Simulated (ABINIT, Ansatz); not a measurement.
# Tl (Thallium): from the cell to the phonon bands, part 3 of 4

How does Tl (Thallium) vibrate, and is this structure a minimum?

ABINIT 10.8.3; DFT PBEsol, scalar-relativistic, plane waves, PseudoDojo norm-conserving pseudopotentials.

So far. Step 3 (Relaxation): The volume changes by +0.1 % in this run and stands +0.1 % from the first cell. Step 5 (Linear response at Γ): The acoustic modes at Γ come out as far as 0.7 cm⁻¹ from zero, where they should vanish, a small numerical error. The relaxed cell has a = 3.460, c = 5.515 Å (conventional setting).

### Step 7. Dispersion

anaddb transforms the dynamical matrices to force constants and back along the path; points of the mesh come back as solved, but for the sum rule and, in polar crystals, the LO-TO term at Γ; the rest is interpolation.

anaddb.abi reads:

```
ddb_filepath "all_DDB"
output_file "anaddb.abo"
outdata_prefix "anaddb"
ifcflag 1
ngqpt 3 3 2
nqshft 1
q1shft 0.0 0.0 0.0
asr 1
chneut 0
dipdip 0
dipquad 0
quadquad 0
enunit 0
eivec 0
nph1l 93
qph1l 
    0.0 0.0 0.0 1.0
    0.05 0.0 0.0 1.0
    0.1 0.0 0.0 1.0
    0.15 0.0 0.0 1.0
    0.2 0.0 0.0 1.0
    0.25 0.0 0.0 1.0
    0.3 0.0 0.0 1.0
    0.35 0.0 0.0 1.0
    0.4 0.0 0.0 1.0
    0.45 0.0 0.0 1.0
    0.5 0.0 0.0 1.0
    0.48333333 0.03333333 0.0 1.0
    0.46666667 0.06666667 0.0 1.0
    0.45 0.1 0.0 1.0
    0.43333333 0.13333333 0.0 1.0
    0.41666667 0.16666667 0.0 1.0
    0.4 0.2 0.0 1.0
    0.38333333 0.23333333 0.0 1.0
    0.36666667 0.26666667 0.0 1.0
    0.35 0.3 0.0 1.0
    0.33333333 0.33333333 0.0 1.0
    0.3 0.3 0.0 1.0
    0.26666667 0.26666667 0.0 1.0
    0.23333333 0.23333333 0.0 1.0
    0.2 0.2 0.0 1.0
    0.16666667 0.16666667 0.0 1.0
    0.13333333 0.13333333 0.0 1.0
    0.1 0.1 0.0 1.0
    0.06666667 0.06666667 0.0 1.0
    0.03333333 0.03333333 0.0 1.0
    0.0 0.0 0.0 1.0
    0.0 0.0 0.05 1.0
    0.0 0.0 0.1 1.0
    0.0 0.0 0.15 1.0
    0.0 0.0 0.2 1.0
    0.0 0.0 0.25 1.0
    0.0 0.0 0.3 1.0
    0.0 0.0 0.35 1.0
    0.0 0.0 0.4 1.0
    0.0 0.0 0.45 1.0
    0.0 0.0 0.5 1.0
    0.05 0.0 0.5 1.0
    0.1 0.0 0.5 1.0
    0.15 0.0 0.5 1.0
    0.2 0.0 0.5 1.0
    0.25 0.0 0.5 1.0
    0.3 0.0 0.5 1.0
    0.35 0.0 0.5 1.0
    0.4 0.0 0.5 1.0
    0.45 0.0 0.5 1.0
    0.5 0.0 0.5 1.0
    0.48333333 0.03333333 0.5 1.0
    0.46666667 0.06666667 0.5 1.0
    0.45 0.1 0.5 1.0
    0.43333333 0.13333333 0.5 1.0
    0.41666667 0.16666667 0.5 1.0
    0.4 0.2 0.5 1.0
    0.38333333 0.23333333 0.5 1.0
    0.36666667 0.26666667 0.5 1.0
    0.35 0.3 0.5 1.0
    0.33333333 0.33333333 0.5 1.0
    0.3 0.3 0.5 1.0
    0.26666667 0.26666667 0.5 1.0
    0.23333333 0.23333333 0.5 1.0
    0.2 0.2 0.5 1.0
    0.16666667 0.16666667 0.5 1.0
    0.13333333 0.13333333 0.5 1.0
    0.1 0.1 0.5 1.0
    0.06666667 0.06666667 0.5 1.0
    0.03333333 0.03333333 0.5 1.0
    0.0 0.0 0.5 1.0
    0.5 0.0 0.5 1.0
    0.5 0.0 0.45 1.0
    0.5 0.0 0.4 1.0
    0.5 0.0 0.35 1.0
    0.5 0.0 0.3 1.0
    0.5 0.0 0.25 1.0
    0.5 0.0 0.2 1.0
    0.5 0.0 0.15 1.0
    0.5 0.0 0.1 1.0
    0.5 0.0 0.05 1.0
    0.5 0.0 0.0 1.0
    0.33333333 0.33333333 0.5 1.0
    0.33333333 0.33333333 0.45 1.0
    0.33333333 0.33333333 0.4 1.0
    0.33333333 0.33333333 0.35 1.0
    0.33333333 0.33333333 0.3 1.0
    0.33333333 0.33333333 0.25 1.0
    0.33333333 0.33333333 0.2 1.0
    0.33333333 0.33333333 0.15 1.0
    0.33333333 0.33333333 0.1 1.0
    0.33333333 0.33333333 0.05 1.0
    0.33333333 0.33333333 0.0 1.0
```

mrgddb.in reads:

```
all_DDB
merged
6
dfpt_gammao_DDB
dfpt_qo_DS1_DDB
dfpt_qo_DS2_DDB
dfpt_qo_DS3_DDB
dfpt_qo_DS4_DDB
dfpt_qo_DS5_DDB
```

Launch:

```bash
$ mrgddb < mrgddb.in > mrgddb.log
$ OMP_NUM_THREADS=1 anaddb anaddb.abi > anaddb.log
```

anaddb.abo, the main output file:

```text
[banners, grids, parts of the stress and lines that vanish by symmetry left out]
-outvars_anaddb: echo values of input variables ----------------------

 Flags :
[...]
Phonon wavevector (reduced coordinates) :  0.00000  0.00000  0.00000
 Phonon energies in Hartree :
[...]
Phonon frequencies in cm-1    :
-  0.000000E+00  0.000000E+00  0.000000E+00  3.286638E+01  3.286638E+01
-  8.741573E+01
[...]
Phonon wavevector (reduced coordinates) :  0.05000  0.00000  0.00000
 Phonon energies in Hartree :
[...]
Phonon frequencies in cm-1    :
-  3.479294E+00  5.143624E+00  1.059980E+01  3.316025E+01  3.433730E+01
-  8.700793E+01
[...]
Phonon wavevector (reduced coordinates) :  0.10000  0.00000  0.00000
 Phonon energies in Hartree :
[...]
Phonon frequencies in cm-1    :
-  6.794070E+00  1.015962E+01  2.092110E+01  3.405070E+01  3.832911E+01
-  8.579490E+01
[...]
Phonon wavevector (reduced coordinates) :  0.15000  0.00000  0.00000
 Phonon energies in Hartree :
[...]
Phonon frequencies in cm-1    :
-  9.851512E+00  1.494470E+01  3.069379E+01  3.552604E+01  4.393756E+01
-  8.381060E+01
[...]
Phonon wavevector (reduced coordinates) :  0.20000  0.00000  0.00000
 Phonon energies in Hartree :
[...]
Phonon frequencies in cm-1    :
-  1.265538E+01  1.943778E+01  3.748474E+01  3.966917E+01  5.028517E+01
-  8.112062E+01
[...]
Phonon wavevector (reduced coordinates) :  0.25000  0.00000  0.00000
 Phonon energies in Hartree :
[...]
Phonon frequencies in cm-1    :
-  1.525257E+01  2.362402E+01  3.971864E+01  4.763514E+01  5.668026E+01
-  7.783488E+01
  Phonon wavevector (reduced coordinates) :  0.30000  0.00000  0.00000
 Phonon energies in Hartree :
[...]
Phonon frequencies in cm-1    :
-  1.764515E+01  2.751654E+01  4.196574E+01  5.442072E+01  6.258577E+01
-  7.412568E+01
  Phonon wavevector (reduced coordinates) :  0.35000  0.00000  0.00000
 Phonon energies in Hartree :
[...]
Phonon frequencies in cm-1    :
-  1.974894E+01  3.110584E+01  4.397615E+01  5.988377E+01  6.758318E+01
-  7.025626E+01
  Phonon wavevector (reduced coordinates) :  0.40000  0.00000  0.00000
 Phonon energies in Hartree :
[...]
Phonon frequencies in cm-1    :
-  2.141756E+01  3.426513E+01  4.554987E+01  6.389811E+01  6.663305E+01
-  7.136123E+01
  Phonon wavevector (reduced coordinates) :  0.45000  0.00000  0.00000
 Phonon energies in Hartree :
[...]
Phonon frequencies in cm-1    :
-  2.249581E+01  3.661806E+01  4.654760E+01  6.388461E+01  6.635640E+01
-  7.370865E+01
  Phonon wavevector (reduced coordinates) :  0.50000  0.00000  0.00000
 Phonon energies in Hartree :
[...]
Phonon frequencies in cm-1    :
-  2.286916E+01  3.752961E+01  4.688888E+01  6.282048E+01  6.718466E+01
-  7.450424E+01
  Phonon wavevector (reduced coordinates) :  0.48333  0.03333  0.00000
 Phonon energies in Hartree :
[...]
Phonon frequencies in cm-1    :
-  2.363622E+01  3.764049E+01  4.719549E+01  6.265319E+01  6.710682E+01
-  7.440178E+01
  Phonon wavevector (reduced coordinates) :  0.46667  0.06667  0.00000
 Phonon energies in Hartree :
[...]
Phonon frequencies in cm-1    :
-  2.575502E+01  3.797461E+01  4.808884E+01  6.215530E+01  6.687719E+01
-  7.409374E+01
  Phonon wavevector (reduced coordinates) :  0.45000  0.10000  0.00000
 Phonon energies in Hartree :
[...]
Phonon frequencies in cm-1    :
-  2.880753E+01  3.853602E+01  4.949479E+01  6.133865E+01  6.650820E+01
-  7.357836E+01
[...]
Phonon wavevector (reduced coordinates) :  0.10000  0.00000  0.50000
 Phonon energies in Hartree :
[...]
Phonon frequencies in cm-1    :
-  2.219533E+01  2.219533E+01  2.636167E+01  2.636167E+01  5.642349E+01
-  5.642349E+01
  Phonon wavevector (reduced coordinates) :  0.15000  0.00000  0.50000
 Phonon energies in Hartree :
[...]
Phonon frequencies in cm-1    :
-  2.377889E+01  2.377889E+01  3.088541E+01  3.088541E+01  5.841146E+01
-  5.841146E+01
  Phonon wavevector (reduced coordinates) :  0.20000  0.00000  0.50000
 Phonon energies in Hartree :
[...]
Phonon frequencies in cm-1    :
-  2.578329E+01  2.578329E+01  3.473256E+01  3.473256E+01  6.138987E+01
-  6.138987E+01
  Phonon wavevector (reduced coordinates) :  0.25000  0.00000  0.50000
 Phonon energies in Hartree :
[...]
Phonon frequencies in cm-1    :
-  2.801448E+01  2.801448E+01  3.731386E+01  3.731386E+01  6.520703E+01
-  6.520703E+01
  Phonon wavevector (reduced coordinates) :  0.30000  0.00000  0.50000
 Phonon energies in Hartree :
[...]
Phonon frequencies in cm-1    :
-  3.025336E+01  3.025336E+01  3.867520E+01  3.867520E+01  6.936320E+01
-  6.936320E+01
  Phonon wavevector (reduced coordinates) :  0.35000  0.00000  0.50000
 Phonon energies in Hartree :
[...]
Phonon frequencies in cm-1    :
-  3.227834E+01  3.227834E+01  3.917411E+01  3.917411E+01  7.324433E+01
-  7.324433E+01
[...]
Phonon wavevector (reduced coordinates) :  0.33333  0.33333  0.05000
 Phonon energies in Hartree :
[...]
Phonon frequencies in cm-1    :
-  4.699617E+01  4.832756E+01  4.832756E+01  6.321365E+01  6.500620E+01
-  6.500620E+01
  Phonon wavevector (reduced coordinates) :  0.33333  0.33333  0.00000
 Phonon energies in Hartree :
[...]
Phonon frequencies in cm-1    :
-  4.681156E+01  4.900604E+01  4.900604E+01  6.325288E+01  6.453768E+01
-  6.453768E+01
-
```

Run time: 0.56 s. Hardware: 1 thread of Arm Neoverse V2, shared host.

Numbers from this step:

```yaml
lowest_frequency_on_the_path: 0 cm⁻¹
```

Anaddb. The phonon branches at the labelled points (cm⁻¹):

| point | branch 1 | branch 2 | branch 3 | branch 4 | branch 5 | branch 6 |
| --- | --- | --- | --- | --- | --- | --- |
| Γ | 0 | 0 | 0 | 33 | 33 | 87 |
| halfway | 15 | 24 | 40 | 48 | 57 | 78 |
| M | 23 | 38 | 47 | 63 | 67 | 74 |
| halfway | 36 | 40 | 53 | 59 | 66 | 72 |
| K | 47 | 49 | 49 | 63 | 64 | 64 |
| halfway | 26 | 27 | 39 | 56 | 58 | 75 |
| Γ | 0 | 0 | 0 | 33 | 33 | 87 |
| halfway | 10 | 10 | 27 | 30 | 30 | 78 |
| A | 21 | 21 | 21 | 21 | 55 | 55 |
| halfway | 28 | 28 | 37 | 37 | 65 | 65 |
| L | 35 | 35 | 39 | 39 | 79 | 79 |
| halfway | 31 | 31 | 49 | 49 | 77 | 77 |
| H | 29 | 29 | 58 | 58 | 74 | 74 |
| halfway | 30 | 30 | 40 | 40 | 67 | 67 |
| A | 21 | 21 | 21 | 21 | 55 | 55 |
| jump to L | 35 | 35 | 39 | 39 | 79 | 79 |
| halfway | 27 | 34 | 44 | 53 | 73 | 79 |
| M | 23 | 38 | 47 | 63 | 67 | 74 |
| jump to H | 29 | 29 | 58 | 58 | 74 | 74 |
| halfway | 38 | 38 | 51 | 62 | 71 | 71 |
| K | 47 | 49 | 49 | 63 | 64 | 64 |

The phonon branches as a text plot (rows in cm⁻¹):

```
     86 |***                ****
     82 |   *              *
     78 |                 *     *         ***            ***
     75 |    *  ***                     **   *****       *  **
     71 |     **   *     *       *     *          *       **  *
     67 |     ***** * **                           *        *  *
     64 |    * *** ***  **            *             *       *  **
     60 |     *   * * ** *        *  *               *     * **
     56 |          *               **         ***     ***    *
     53 |    *    * * **  *                  *   *        *   *
     49 |   *        *  * *       *                            **
     46 |  *  ****  ***  * *                *     *      * **  **
     42 |    *     *   *   *               *       *     **
     38 | * *   ****   **   *    *    *****         *       *
     35 |***   *        * * ***          ***         *   ***  *
     31 |  *  *   *      * *   **    * **   **   ***     *   *
     27 |    *                  **  * *       ***   * *   *
     24 |       **        * *     ****               ***   **
     20 | * * **          *       **                   **
     16 |  * *             *
     13 |   *               **   *
      9 |***                *  **
      5 |**                  * *
      2 |*                    *
         Γ      M    K        Γ   A       L    H       A|L M|H  K
```

All branches are real along the path.

### Step 8. Density of states

Sums over the zone need many more wavevectors than were solved, so the interpolation is sampled on a dense mesh.

anaddb.abi reads:

```
ddb_filepath "all_DDB"
output_file "anaddb.abo"
outdata_prefix "anaddb"
ifcflag 1
ngqpt 3 3 2
nqshft 1
q1shft 0.0 0.0 0.0
asr 1
chneut 0
dipdip 0
dipquad 0
quadquad 0
prtdos 2
ng2qpt 15 15 8
dosdeltae 4.5563e-06
ntemper 11
temperinc 100.0
tempermin 0.0
```

Launch:

```bash
$ OMP_NUM_THREADS=1 anaddb anaddb.abi > anaddb.log
```

anaddb.abo, the main output file:

```text
-outvars_anaddb: echo values of input variables ----------------------

 Flags :
     ifcflag         1
 Miscellaneous information :
         asr         1
      chneut         0
 Interatomic Force Constants Inputs :
      dipdip         0
     dipquad         0
    quadquad         0
      ifcana         0
      ifcout         0
 Description of grid 1 :
        brav         1
       ngqpt         3         3         2
      nqshft         1
      q1shft
                     0.00000000E+00  0.00000000E+00  0.00000000E+00
 Phonon DOS information :
   dosdeltae  4.55630000E-06
    dossmear  4.55633525E-06
 Description of grid 2 (Fourier interp. or BZ sampling):
      ng2qpt        15        15         8
      ngrids         4
      q2shft         0.00000000E+00  0.00000000E+00  0.00000000E+00

================================================================================

 read the DDB information and perform some checks

  ==== Info on the Cryst% object ====
 Real(R)+Recip(G) space primitive vectors, cartesian coordinates (Bohr,Bohr^-1):
 R(1)=  6.5393510  0.0000000  0.0000000  G(1)=  0.1529204  0.0882886  0.0000000
 R(2)= -3.2696755  5.6632441  0.0000000  G(2)=  0.0000000  0.1765772  0.0000000
 R(3)=  0.0000000  0.0000000 10.4213316  G(3)=  0.0000000  0.0000000  0.0959570
 Unit cell volume ucvol=  3.8594298E+02 bohr^3
 Angles (23,13,12)=  9.00000000E+01  9.00000000E+01  1.20000000E+02 degrees
 Time-reversal symmetry is present
 Reduced atomic positions [iatom, xred, symbol]:
    1)    0.3333333  0.6666667  0.2500000  Tl
    2)    0.6666667  0.3333333  0.7500000  Tl

 DDB file with 6 blocks has been read.

================================================================================

 Calculation of the interatomic forces

       Homogeneous q point set in the B.Z.
 Grid q points  :       18
  1)   0.00000000E+00  0.00000000E+00  0.00000000E+00
  2)   3.33333333E-01  0.00000000E+00  0.00000000E+00
  3)  -3.33333333E-01  0.00000000E+00  0.00000000E+00
  4)   0.00000000E+00  3.33333333E-01  0.00000000E+00
  5)   3.33333333E-01  3.33333333E-01  0.00000000E+00
  6)  -3.33333333E-01  3.33333333E-01  0.00000000E+00
  7)   0.00000000E+00 -3.33333333E-01  0.00000000E+00
  8)   3.33333333E-01 -3.33333333E-01  0.00000000E+00
  9)  -3.33333333E-01 -3.33333333E-01  0.00000000E+00
 10)   0.00000000E+00  0.00000000E+00  5.00000000E-01
 11)   3.33333333E-01  0.00000000E+00  5.00000000E-01
 12)  -3.33333333E-01  0.00000000E+00  5.00000000E-01
 13)   0.00000000E+00  3.33333333E-01  5.00000000E-01
 14)   3.33333333E-01  3.33333333E-01  5.00000000E-01
 15)  -3.33333333E-01  3.33333333E-01  5.00000000E-01
 16)   0.00000000E+00 -3.33333333E-01  5.00000000E-01
 17)   3.33333333E-01 -3.33333333E-01  5.00000000E-01
 18)  -3.33333333E-01 -3.33333333E-01  5.00000000E-01

 The interatomic forces have been obtained

================================================================================

 Calculation of phonon density of states

 Average speed of sound partial sums:     0.5154696092E-03 (at units)
-                                   =           1.1277 [km/s]

 Debye frequency from partial sums:     0.2759597061E-03 (Ha)
-                                 =     0.1815727641E+01 (THz)
-Debye temperature from partial sums:     0.8714118304E+02 (K)

 Average speed of sound:     0.3854109184E-03 (at units)
-                      =           0.8432 [km/s]

 Debye frequency from DOS:     0.2063320162E-03 (Ha)
-                        =     0.1357599450E+01 (THz)
-Debye temperature from DOS:     0.6515449754E+02 (K)

-
```

Wall time 0.56 s (1 thread).

Read from the output:

```yaml
share_of_modes_beyond_3i_cm_minus1_on_the_dense_interpolated_mesh: 0
zero_point_energy_per_atom: 8.87 meV
heat_capacity_at_300_k: 24.82 J/(mol atoms K)
vibrational_entropy_at_300_k: 63.98 J/(mol atoms K)
```

The phonon density of states has structure finer than the step of the table below, so its rows give means over 5 cm⁻¹, whole bins alone (the curve runs from -30 to 117 cm⁻¹). Peaks (cm⁻¹: height): 29.0: 0.162, 74.0: 0.191.

Tetrahedra. The phonon density of states by wavenumber; means over each step:

wavenumber (cm⁻¹), phonon density of states (1/cm⁻¹/cell) and a bar:
```
       -5      0.000 
        0      0.000 
        5      0.002 #
       10      0.010 ##
       15      0.023 #####
       20      0.046 ##########
       25      0.087 ###################
       30      0.136 ##############################
       35      0.127 ############################
       40      0.109 ########################
       45      0.103 #######################
       50      0.088 ###################
       55      0.070 ###############
       60      0.065 ##############
       65      0.065 ##############
       70      0.099 ######################
       75      0.137 ##############################
       80      0.027 ######
       85      0.005 #
       90      0.000 
       95      0.000
```

Harmonic thermodynamic functions per atom, summed over the density of states scaled to three modes an atom; melting is ignored. Thermodynamic functions:

| T (K) | F_vib (meV/atom) | S (J/mol-atom/K) | C_V (J/mol-atom/K) |
| --- | --- | --- | --- |
| 0 | 8.87 | 0 | 0 |
| 50 | 4.1 | 21.31 | 21.07 |
| 100 | -11.41 | 37.06 | 23.86 |
| 200 | -59.52 | 53.94 | 24.66 |
| 300 | -121 | 63.98 | 24.82 |
| 400 | -191.2 | 71.12 | 24.87 |
| 500 | -267.9 | 76.68 | 24.9 |
| 600 | -349.8 | 81.22 | 24.91 |
| 700 | -436 | 85.06 | 24.92 |
| 800 | -525.9 | 88.39 | 24.93 |
| 900 | -619 | 91.32 | 24.93 |
| 1000 | -715.1 | 93.95 | 24.93 |

At 300 K the heat capacity has reached 100 % of the Dulong-Petit value.

(Part 3 of 4 ends here.)

[Host names and launcher messages were left out of these logs when they were recorded.]

[Logs are printed without paths, hosts, clocks, repeated set-up lines and the standing remarks that a program may print on its own settings, such as how far it seeks lower states.]

[Hosts, paths, dates, database ids (printed as entryN), source tags and the programs' standing remarks are cut or masked in the printed files.]
